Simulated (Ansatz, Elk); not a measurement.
# AlTc: X-ray structure factors from the self-consistent density

The structure of AlTc used here is made up (a known structure type with other elements) and was relaxed beforehand with PBE. The aim is the Fourier transform of its all-electron density, F(hkl), set beside the sum over free spherical atoms that refinements use.

Calculated with Elk 11.2.3 (patched build); DFT, PBE, all-electron APW+lo, Dirac cores, scalar-relativistic bands, static density, no spin.

The structure was built from a prototype and need not be the compound's stable phase.

**1. Starting point**

Symmetry: P6_3/mmc, No. 194, hexagonal system. The conventional cell has a = 2.851 Å, b = 2.851 Å, c = 8.302 Å, α = 90.00°, β = 90.00°, γ = 120.00°. Nearest to Tc lie 6 Al at 2.65 Å and 6 Tc at 2.85 Å. Al has 6 Tc at 2.65 Å and 6 Al at 2.85 Å nearest. Farther neighbours are not listed.

**2. Ground state and structure factors**

An all-electron density is needed, since X-rays see the cores too. Task 0 finds the density and task 195 Fourier-transforms it; tshift is off so that phases refer to the origin typed.

Contents of elk.in:

```
tasks
  0
  195

xctype
  20

spinpol
  .false.

rgkmax
  7.0

gmaxvr
  14.0

lmaxo
  7

lmaxapw
  8

swidth
  0.002

tshift
  .false.

ramdisk
  .false.

hmaxvr
  5.5

maxscl
  120

epspot
  1e-06

sppath
  './'

avec
  5.38743755587 -0.00000000000 0.00000000000
  -2.69371877793 4.66565778468 0.00000000000
  0.00000000000 0.00000000000 15.68861782253

atoms
  2
  'Tc.in'
  2
  0.0000000000 0.0000000000 0.5000000000   0.000000 0.000000 0.000000
  0.0000000000 0.0000000000 0.0000000000   0.000000 0.000000 0.000000
  'Al.in'
  2
  0.3333333333 0.6666666667 0.2500000000   0.000000 0.000000 0.000000
  0.6666666667 0.3333333333 0.7500000000   0.000000 0.000000 0.000000

ngridk
  9 9 3
```

Started as:

```console
$ OMP_NUM_THREADS=4 elk
```

Numbers of over 12 decimals in the logs are rounded to 6 here.

What it wrote:

```text
┌─────────────────────────┐
│ Elk code version 11.2.3 │
└─────────────────────────┘

All units are atomic (Hartree, Bohr, etc.)

┌─────────────────────────────────────────────────┐
│ Ground-state run starting from atomic densities │
└─────────────────────────────────────────────────┘

Lattice vectors :
   5.387437556      -0.000000000       0.000000000
  -2.693718778       4.665657785       0.000000000
   0.000000000       0.000000000       15.68861782

Reciprocal lattice vectors :
   1.166266011      0.6733439953      -0.000000000
   0.000000000       1.346687991      -0.000000000
  -0.000000000      -0.000000000      0.4004932352

Unit cell volume      :    394.3481558
Brillouin zone volume :   0.6290132457

Muffin-tin inner radius fraction :   0.1000000000E-01

Nuclei treated as point charges

Species : 1 (Tc)
 parameters loaded from : Tc.in
 name : technetium
 nuclear charge    :   -43.00000000
 electronic charge :    43.00000000
 atomic mass :    178643.0716
 muffin-tin radius :    2.600000000
 number of radial points in muffin-tin :   1193
 inner part over the whole radius :   0.9997041916E-02
 number on inner part of muffin-tin    :    849
 approximate nuclear radius :   0.8398520868E-04
 number of mesh points to nuclear radius :    421
 atomic positions (lattice), magnetic fields (Cartesian) :
  1 :   0.00000000  0.00000000  0.50000000    0.00000000  0.00000000  0.00000000
  2 :   0.00000000  0.00000000  0.00000000    0.00000000  0.00000000  0.00000000

Species : 2 (Al)
 parameters loaded from : Al.in
 name : aluminium
 nuclear charge    :   -13.00000000
 electronic charge :    13.00000000
 atomic mass :    49184.33496
 muffin-tin radius :    2.200000000
 number of radial points in muffin-tin :    793
 inner part over the whole radius :   0.9821194981E-02
 number on inner part of muffin-tin    :    552
 approximate nuclear radius :   0.5839653600E-04
 number of mesh points to nuclear radius :    244
 atomic positions (lattice), magnetic fields (Cartesian) :
  1 :   0.33333333 -0.33333333  0.25000000    0.00000000  0.00000000  0.00000000
  2 :  -0.33333333  0.33333333 -0.25000000    0.00000000  0.00000000  0.00000000

Total number of atoms per unit cell :    4
Total muffin-tin volume :    236.4488295
 ratio of muffin-tin to unit cell volume :   0.5995941048

Spin treatment :
 spin-unpolarised

Number of Bravais lattice symmetries :   24
Number of crystal symmetries         :   24
Crystal has inversion symmetry
Real symmetric eigensolver will be used

k-point grid :      9     9     3
k-point offset :    0.000000000       0.000000000       0.000000000
k-point set is reduced with full crystal symmetry group
Total number of k-points :       24

Muffin-tin radius times maximum |G+k| :    7.000000000
 using average radius
Maximum |G+k| for APW functions       :    2.916666667
Maximum (1/2)|G+k|²                   :    4.253472222
Maximum |G| for potential and density :    14.00000000
Constant for pseudocharge density :    9
 order of it for each species :   16  16
 order of it for pair densities of each species (exact exchange by exxq0 0: 17) :   11   7
Radial integration step length :    1

G-vector grid sizes :     25    25    70
Number of G-vectors :    18201

Maximum angular momentum used for
 APW functions            :    8
 outer part of muffin-tin :    7
 inner part of muffin-tin :    2

Total nuclear charge    :   -112.0000000
Total core charge       :    64.00000000
Total valence charge    :    48.00000000
Total excess charge     :    0.000000000
Total electronic charge :    112.0000000

Effective Wigner radius, rₛ :   0.9437516575

Number of empty states         :     16
Total number of valence states :     41
Total number of core states    :     64

Third-order local-orbitals added for an l without core states : T
Total number of local-orbitals :     56

Exchange-correlation functional :     20     0     0
 Perdew-Burke-Ernzerhof, Phys. Rev. Lett. 77, 3865 (1996)
 gradient requirement :    1
[...]
xc potential                :     -366.88739479037
 exchange                    :     -288.66868006649
 correlation                 :     -5.580489
 electron entropic           :    -0.13606288691329E-02
 total energy                :     -9060.0860234933

Density of states at Fermi energy :    106.7715785
 (states/Hartree/unit cell)

Estimated indirect band gap :   0.9547470921E-03
 from k-point 16 to k-point 18
Estimated direct band gap   :   0.1643081384E-02
 at k-point 18

Charges :
 core                        :    64.00000000
 valence                     :    48.00000000
 interstitial                :    6.120485451
 muffin-tins (core leakage)
  species : 1 (Tc)
   atom 1                    :    41.41522266     ( -0.2208442851E-06)
   atom 2                    :    41.41522266     ( -0.2208442851E-06)
  species : 2 (Al)
[...]
total in muffin-tins        :    105.8795145
 total calculated charge     :    111.9972733
 total charge                :    112.0000000
 error                       :   0.2726749510E-02

RMS change in Kohn-Sham potential (target) :   0.4942044235     (  0.1000000000E-05)
Absolute change in total energy (target)   :   0.3596698487     (  0.1000000000E-03)

[... loops 3 to 14 left out ...]

┌──────────────────┐
│ Loop number : 15 │
└──────────────────┘

Energies :
 Fermi                       :     0.358328
 sum of occupied eigenvalues :     -5361.1083592059
 electron kinetic            :      9390.4967872789
 core electron kinetic       :      9040.5894842681
 Coulomb                     :     -18154.492554272
 Coulomb potential           :     -14367.457527213
 nuclear-nuclear             :     -1107.5262701313
 electron-nuclear            :     -19757.759111284
 Hartree                     :      2710.7928271433
 Madelung                    :     -10970.763790665
 xc potential                :     -384.14761927146
 exchange                    :     -289.43336366398
 correlation                 :     -5.579774
 electron entropic           :    -0.12455339776403E-02
 total energy                :     -9059.0101506587

Density of states at Fermi energy :    93.81384694
 (states/Hartree/unit cell)

Estimated indirect band gap :   0.1977360485E-03
 from k-point 5 to k-point 7
Estimated direct band gap   :   0.6348932791E-02
 at k-point 16

Charges :
 core                        :    64.00000000
 valence                     :    48.00000000
 interstitial                :    5.531597212
 muffin-tins (core leakage)
  species : 1 (Tc)
[...]
species : 2 (Al)
[...]
total in muffin-tins        :    106.4684028
 total calculated charge     :    111.9972098
 total charge                :    112.0000000
 error                       :   0.2790166181E-02

RMS change in Kohn-Sham potential (target) :   0.5714632666E-07 (  0.1000000000E-05)
Absolute change in total energy (target)   :   0.4628428360E-04 (  0.1000000000E-03)

Convergence targets achieved

┌──────────────────┐
│ Loop number : 16 │
└──────────────────┘

Energies :
 Fermi                       :     0.358328
 sum of occupied eigenvalues :     -5361.1083577276
 electron kinetic            :      9390.4967879090
 core electron kinetic       :      9040.5894859533
 Coulomb                     :     -18154.492552572
 Coulomb potential           :     -14367.457530085
 nuclear-nuclear             :     -1107.5262701313
 electron-nuclear            :     -19757.759105051
 Hartree                     :      2710.7928226097
 Madelung                    :     -10970.763787530
 xc potential                :     -384.14761555201
 exchange                    :     -289.43336351466
 correlation                 :     -5.579774
 electron entropic           :    -0.12455339488541E-02
 total energy                :     -9059.0101481767

Density of states at Fermi energy :    93.81384424
 (states/Hartree/unit cell)

Estimated indirect band gap :   0.1977359510E-03
 from k-point 5 to k-point 7
Estimated direct band gap   :   0.6348933127E-02
 at k-point 16

Charges :
 core                        :    64.00000000
 valence                     :    48.00000000
 interstitial                :    5.531597265
 muffin-tins (core leakage)
  species : 1 (Tc)
[...]
atom 2                    :    41.87375990     ( -0.2286846303E-06)
  species : 2 (Al)
   atom 1                    :    11.36044147     (  0.4812711688E-03)
   atom 2                    :    11.36044147     (  0.4812711688E-03)
 total in muffin-tins        :    106.4684027
 total calculated charge     :    111.9972098
 total charge                :    112.0000000
 error                       :   0.2790166133E-02

┌──────────────────────────────┐
│ Self-consistent loop stopped │
└──────────────────────────────┘

Warning : core states of species 2 leak from the muffin-tin :   0.4812711688E-03

Wrote STATE.OUT
```

Elapsed: 14 s, on 4 threads of Arm Neoverse V2, shared host; peak memory 0.18 GiB; 37 s of CPU time.

SFACRHO.OUT:

```text

h k l indices transformed by vhmat matrix:
   1.000000000       0.000000000       0.000000000    
   0.000000000       1.000000000       0.000000000    
   0.000000000       0.000000000       1.000000000    

      h      k      l  multipl.   |H|            Re(F)            Im(F)           |F|

      0      0      0      1   0.0000000       112.00000      0.59632116E-17   112.00000    
      0      0     -1      2  0.40049324      0.11731208E-14 -0.41045100E-14  0.42688658E-14
      0      0      2      2  0.80098647       55.589890     -0.89069807E-14   55.589890    
      0      0     -3      2   1.2014797     -0.32811335E-14 -0.12313530E-13  0.12743189E-13
     -1      0      0      6   1.3466880       58.383622     -0.54726800E-14   58.383622    
      0      1      1      6   1.4049781       15.545356      0.68408500E-15   15.545356    
      0     -1      1      6   1.4049781      -15.545356      -0.0000000       15.545356    
      1     -1      2      6   1.5668911       72.473733     -0.10945360E-13   72.473733    
      0     -1      2      6   1.5668911       72.473733     -0.41045100E-14   72.473733    
      0      0      4      2   1.6019729       80.162618     -0.15629888E-13   80.162618    
      1      0      3      6   1.8047499       14.071419      0.47885950E-14   14.071419    
      0     -1     -3      6   1.8047499      -14.071419     -0.13681700E-13   14.071419    
      0      0      5      2   2.0024662      0.47837077E-14  0.17786210E-13  0.18418282E-13
      0      1      4      6   2.0928177       49.201368     -0.13681700E-13   49.201368    
      0     -1      4      6   2.0928177       49.201368     -0.13681700E-13   49.201368    
     -2      1      0      6   2.3325320       68.746203      0.65196171E-14   68.746203    
      1      1      1     12   2.3666644     -0.49113040E-12  0.13681700E-14  0.49113231E-12
      0      0      6      2   2.4029594       38.844230     -0.19614193E-13   38.844230
```

Elk indexes on the primitive cell of elk.in and gives |H| = 4π sin θ/λ in inverse bohr. Below, one row stands for each form hkl of the conventional cell (m members, Friedel mates merged), F is for one primitive cell and the density is static (no thermal factor). Free-atom factors are Waasmaier and Kirfel's, and R is Σm||F|−|F'||/Σm|F|.

| hkl | m | sin θ/λ (Å⁻¹) | abs F, DFT | neutral atoms | diff. |
| --- | --- | --- | --- | --- | --- |
| 001 | 2 | 0.060 | 0.000 | 0.000 | +0.000 |
| 002 | 2 | 0.120 | 55.590 | 55.216 | +0.373 |
| 003 | 2 | 0.181 | 0.000 | 0.000 | +0.000 |
| 100 | 6 | 0.203 | 58.384 | 58.485 | -0.101 |
| 101 | 12 | 0.211 | 15.545 | 15.569 | -0.023 |
| 102 | 12 | 0.236 | 72.474 | 72.872 | -0.398 |
| 004 | 2 | 0.241 | 80.163 | 80.862 | -0.699 |
| 103 | 12 | 0.271 | 14.071 | 14.207 | -0.136 |
| 005 | 2 | 0.301 | 0.000 | 0.000 | +0.000 |
| 104 | 12 | 0.315 | 49.201 | 49.245 | -0.043 |
| 110 | 6 | 0.351 | 68.746 | 68.646 | +0.100 |
| 111 | 12 | 0.356 | 0.000 | 0.000 | +0.000 |
| 006 | 2 | 0.361 | 38.844 | 38.841 | +0.004 |
| 105 | 12 | 0.363 | 12.425 | 12.425 | -0.001 |

**3. The highest occupied states alone**

An energy window below the Fermi level keeps the highest occupied states, to see at which angles they scatter; shallow core shells can lie inside it and anion s states outside. No new self-consistency is needed.

Changes to elk.in since step 2:

```diff
@@ -1,3 +1,2 @@
 tasks
-  0
   195
@@ -40,2 +39,5 @@
 
+wsfac
+  -0.009170 0.658330
+
 sppath
```

Started as:

```console
$ OMP_NUM_THREADS=4 elk
```

What it wrote:

```text
┌─────────────────────────────────┐
│ Elk code version 11.2.3 started │
└─────────────────────────────────┘

Info(readinput): the functional depends on the density's gradient
 muffin-tin radial points multiplied by    2.00000
 (not where nrmtscf is given)

┌────────────────────┐
│ Current task : 195 │
└────────────────────┘

Info(sfacrho): density structure factors written to SFACRHO.OUT

 Energy window :  -0.9170000000E-02  0.6583300000

┌──────────────────┐
│ Elk code stopped │
└──────────────────┘
```

Run time: 4.7 s. Hardware: 4 threads; peak memory 0.18 GiB.

States within 10 eV below the Fermi level hold 20.00 electrons; any levels below the window count with the cores. Their amplitudes can exceed the total, where window and core parts have opposite phase:

| hkl | sin θ/λ (Å⁻¹) | abs F, window | abs F, all |
| --- | --- | --- | --- |
| 001 | 0.060 | 0.000 | 0.000 |
| 002 | 0.120 | 6.010 | 55.590 |
| 003 | 0.181 | 0.000 | 0.000 |
| 100 | 0.203 | 3.466 | 58.384 |
| 101 | 0.211 | 0.175 | 15.545 |
| 102 | 0.236 | 2.267 | 72.474 |
| 004 | 0.241 | 1.815 | 80.163 |
| 103 | 0.271 | 0.213 | 14.071 |
| 005 | 0.301 | 0.000 | 0.000 |
| 104 | 0.315 | 0.995 | 49.201 |

**4. Another functional**

The difference from free atoms is small, so it is set against the change that LDA (Perdew-Wang) makes.

Changes to elk.in since step 3:

```diff
@@ -1,2 +1,3 @@
 tasks
+  0
   195
@@ -4,3 +5,3 @@
 xctype
-  20
+  3
 
@@ -39,5 +40,2 @@
 
-wsfac
-  -0.009170 0.658330
-
 sppath
```

Started as:

```console
$ OMP_NUM_THREADS=4 elk
```

What it wrote:

```text
┌─────────────────────────┐
│ Elk code version 11.2.3 │
└─────────────────────────┘

All units are atomic (Hartree, Bohr, etc.)

┌─────────────────────────────────────────────────┐
│ Ground-state run starting from atomic densities │
└─────────────────────────────────────────────────┘

Lattice vectors :
   5.387437556      -0.000000000       0.000000000
  -2.693718778       4.665657785       0.000000000
   0.000000000       0.000000000       15.68861782

Reciprocal lattice vectors :
   1.166266011      0.6733439953      -0.000000000
[...]
muffin-tins (core leakage)
  species : 1 (Tc)
[...]
species : 2 (Al)
   atom 1                    :    11.37440348     (  0.5094090723E-03)
   atom 2                    :    11.37440348     (  0.5094090723E-03)
 total in muffin-tins        :    106.5157597
 total calculated charge     :    111.9971304
 total charge                :    112.0000000
 error                       :   0.2869628876E-02

┌──────────────────────────────┐
│ Self-consistent loop stopped │
└──────────────────────────────┘

Warning : core states of species 2 leak from the muffin-tin :   0.5094090723E-03

Wrote STATE.OUT
[key lines of the parts left out:]
total energy                :     -9048.6290142681
```

It took 7.8 s on 4 threads; peak memory 0.18 GiB.

Against the first run R = 0.06 %; the largest change is -0.040 at 110.

**5. Basis size**

The basis and the expansions that go with it are enlarged, to see whether the differences are converged.

Changes to elk.in since step 4:

```diff
@@ -5,3 +5,3 @@
 xctype
-  3
+  20
 
@@ -11,12 +11,12 @@
 rgkmax
-  7.0
+  8.5
 
 gmaxvr
-  14.0
+  18.0
 
 lmaxo
-  7
+  9
 
 lmaxapw
-  8
+  10
```

Started as:

```console
$ OMP_NUM_THREADS=4 elk
```

What it wrote:

```text
┌─────────────────────────┐
│ Elk code version 11.2.3 │
└─────────────────────────┘

All units are atomic (Hartree, Bohr, etc.)

┌─────────────────────────────────────────────────┐
│ Ground-state run starting from atomic densities │
└─────────────────────────────────────────────────┘

Lattice vectors :
   5.387437556      -0.000000000       0.000000000
  -2.693718778       4.665657785       0.000000000
   0.000000000       0.000000000       15.68861782

Reciprocal lattice vectors :
   1.166266011      0.6733439953      -0.000000000
[...]
muffin-tins (core leakage)
  species : 1 (Tc)
[...]
species : 2 (Al)
   atom 1                    :    11.36037309     (  0.4811305226E-03)
   atom 2                    :    11.36037309     (  0.4811305226E-03)
 total in muffin-tins        :    106.4828793
 total calculated charge     :    111.9988878
 total charge                :    112.0000000
 error                       :   0.1112236741E-02

┌──────────────────────────────┐
│ Self-consistent loop stopped │
└──────────────────────────────┘

Warning : core states of species 2 leak from the muffin-tin :   0.4811305226E-03

Wrote STATE.OUT
[key lines of the parts left out:]
total energy                :     -9059.0166579716
```

Elapsed: 31 s, on 4 threads; peak memory 0.26 GiB; 84 s of CPU time.

Against the first run R = 0.01 %; the largest change is -0.011 at 114.

**6. Basis size**

A smaller basis shows how fast F responds to it; the change is likely larger than the basis error of the first run, but doesn't show convergence.

Changes to elk.in since step 5:

```diff
@@ -11,12 +11,12 @@
 rgkmax
-  8.5
+  5.5
 
 gmaxvr
-  18.0
+  14.0
 
 lmaxo
-  9
+  7
 
 lmaxapw
-  10
+  8
```

Started as:

```console
$ OMP_NUM_THREADS=4 elk
```

What it wrote:

```text
┌─────────────────────────┐
│ Elk code version 11.2.3 │
└─────────────────────────┘

All units are atomic (Hartree, Bohr, etc.)

┌─────────────────────────────────────────────────┐
│ Ground-state run starting from atomic densities │
└─────────────────────────────────────────────────┘

Lattice vectors :
   5.387437556      -0.000000000       0.000000000
  -2.693718778       4.665657785       0.000000000
   0.000000000       0.000000000       15.68861782

Reciprocal lattice vectors :
   1.166266011      0.6733439953      -0.000000000
[...]
muffin-tins (core leakage)
  species : 1 (Tc)
[...]
species : 2 (Al)
   atom 1                    :    11.35442085     (  0.4815961181E-03)
   atom 2                    :    11.35442085     (  0.4815961181E-03)
 total in muffin-tins        :    106.3453497
 total calculated charge     :    111.9975067
 total charge                :    112.0000000
 error                       :   0.2493283936E-02

┌──────────────────────────────┐
│ Self-consistent loop stopped │
└──────────────────────────────┘

Warning : core states of species 2 leak from the muffin-tin :   0.4815961181E-03

Wrote STATE.OUT
[key lines of the parts left out:]
total energy                :     -9058.9386143752
```

Wall time 13 s (4 threads); peak memory 0.18 GiB; 36 s of CPU time.

Against the first run R = 0.03 %; the largest change is +0.068 at 110.

**7. Settings against the effect**

| run | R against the first run (%) | R against neutral atoms, low angle (%) | wall time |
| --- | --- | --- | --- |
| PBE, rgkmax 7 | 0.00 | 0.51 | 14 s |
| LDA (Perdew-Wang) | 0.06 | 0.51 | 7.8 s |
| rgkmax 8.5 with larger expansions | 0.01 | 0.51 | 31 s |
| rgkmax 5.5 | 0.03 | 0.54 | 13 s |

**8. Outcome**

- R against neutral atoms, sin θ/λ < 0.3 Å⁻¹: 0.51 %
- R against neutral atoms, 0.3 to 0.82 Å⁻¹: 0.13 %

In words: Independent neutral atoms miss the calculated amplitudes by R = 0.51 % below 0.3 Å⁻¹ and 0.13 % from there to 0.82 Å⁻¹; by shells, 0.67 % below 0.15 Å⁻¹ (1 form), 0.50 % 0.15 to 0.3 (5 forms), 0.17 % 0.3 to 0.45 (11 forms), 0.12 % above 0.45 (55 forms). Bonding, aspherical density and the tables' own atoms all enter these figures, and the runs don't part them. The largest change of an amplitude is -0.70 electrons, at 004. The window's part falls from 20.0 electrons at the origin to at most 0.26 between 0.45 and 0.82 Å⁻¹. Below 0.3 Å⁻¹ the changes that finished (LDA (Perdew-Wang), rgkmax 8.5 with larger expansions and rgkmax 5.5) move F by R = 0.04 % at most, against the 0.51 % that separates it from free atoms. The k-mesh has no finished test. Part of the difference isn't bonding: the tables are fits to free atoms and ions calculated by other methods than this functional. Thermal motion, anomalous dispersion and extinction are left out.

[Logs are printed without paths, hosts, clocks, repeated set-up lines and the standing remarks that a program may print on its own settings, such as how far it seeks lower states.]

[Hosts, paths, dates, database ids (printed as entryN), source tags and the programs' standing remarks are cut or masked in the printed files.]
